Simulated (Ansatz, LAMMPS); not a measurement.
**What do other settings change for aqueous Ca2+ and triflate, 1.2 mol of salt per kg of water at 300 K (152 atoms)?**

Density of this cell: 1.21 g/cm³. The cell holds 152 atoms: 51 O, 2 S, 2 C, 6 F, 90 H and 1 Ca. Its edges and angles: a = 11.629 Å, b = 11.629 Å, c = 11.629 Å, α = 90.0°, β = 90.0°, γ = 90.0°. 45 H2O, 1 Ca2+, 2 triflate placed at random, at 1.21 g/cm³; overlaps pushed apart, then 10 ps at 420 K with divalent ions of Li, Roberts, Chakravorty and Merz (J. Chem. Theory Comput. 9, 2733 (2013)); MMFF94 bonds, angles, torsions, charges and radii (Halgren, J. Comput. Chem. 17, 490 (1996)) in harmonic and 12-6 forms; SPC/E water (Berendsen, Grigera and Straatsma, J. Phys. Chem. 91, 6269 (1987)). Snapshot after 20 ps at 300 K and fixed volume.

Geometry: as built.

Reference run: Kohn-Sham DFT, PBE+D4, PAW (set soft_2), plane waves (Ansatz 0.2.0), cutoff 750 eV, Γ point, fixed occupations.

| Quantity | Value |
| --- | --- |
| r.m.s. force component | 0.6724 eV/Å |
| gap (highest filled to lowest empty level) | 3.934 eV |
| SCF cycles | 10 |
| time | 16 s on 8 threads of Intel Xeon Platinum 8259CL at 2.50GHz (Skylake/Cascade Lake), shared host |

**Question.** The same geometry is run again with each of these changes. How far do the results move, and how long does each run take?
- support functions medium
- support functions low
- support functions high
- support functions medium, radius 3.32 Å
- support functions medium, radius 3.6 Å
- support functions medium, radius 3.84 Å
- support functions medium, radius 4.11 Å
- support functions medium, radius 4.62 Å
- support functions medium, radius 5.14 Å

Differences are against the run with plane waves at 750 eV (Kohn-Sham DFT, PBE+D4, PAW (set soft_2), plane waves), whose r.m.s. force component is 0.672 eV/Å. Energies are set beside the reference only for runs with its functional, potentials and electron count. Times are for 8 threads of Intel Xeon Platinum 8259CL at 2.50GHz (Skylake/Cascade Lake), shared host.

```
                                    run  Δ force, r.m.s. (meV/Å)  share of r.m.s. force (%)  Δ energy (meV/atom)  Δ gap (eV)  cycles     time  host memory (GiB)
                              reference                        -                          -                    -           -      10     16 s                4.4
               support functions medium                     2.05                      0.304               -0.857     -4.0e-4      14     78 s                4.9
                  support functions low                     2.15                      0.319               -0.856      2.0e-4      12     65 s                4.6
                 support functions high                     1.81                      0.269               -0.897           0      18  5.2 min                 13
support functions medium, radius 3.32 Å                     2.07                      0.308               -0.857     -4.0e-4      14     73 s                4.7
 support functions medium, radius 3.6 Å                     2.03                      0.302               -0.857     -3.0e-4      14     82 s                5.2
support functions medium, radius 3.84 Å                     2.01                      0.299               -0.857     -3.0e-4      14  1.7 min                5.6
support functions medium, radius 4.11 Å                     2.01                      0.299               -0.857     -2.0e-4      14  2.1 min                6.1
support functions medium, radius 4.62 Å                     2.03                      0.302               -0.857     -1.0e-4      14  2.9 min                7.5
support functions medium, radius 5.14 Å                     2.04                      0.304               -0.857           0      14  4.3 min                9.5
```

Among numerical settings the force difference runs from 1.8 meV/Å (support functions high) to 2.1 meV/Å (support functions low). At 152 atoms the fastest of the runs at a preset level, support functions low, takes 4.1 times the time of plane waves, in 12 SCF cycles against 10. Differences between support functions and plane waves include what basis error the plane-wave run still has. As the radius goes from 3.32 to 5.14 Å, the force difference goes from 2.1 to 2.0 meV/Å, and the time from 73 s to 4.3 min. 

[Logs are printed without paths, hosts, clocks, repeated set-up lines and the standing remarks that a program may print on its own settings, such as how far it seeks lower states.]

[Hosts, paths, dates, database ids (printed as entryN), source tags and the programs' standing remarks are cut or masked in the printed files.]

[The MMFF94 radii named for the starting cell were scaled by 0.96; in molecules described by MMFF94, hydrogen bound to N, O or S took a small fixed 12-6 site in their place.]
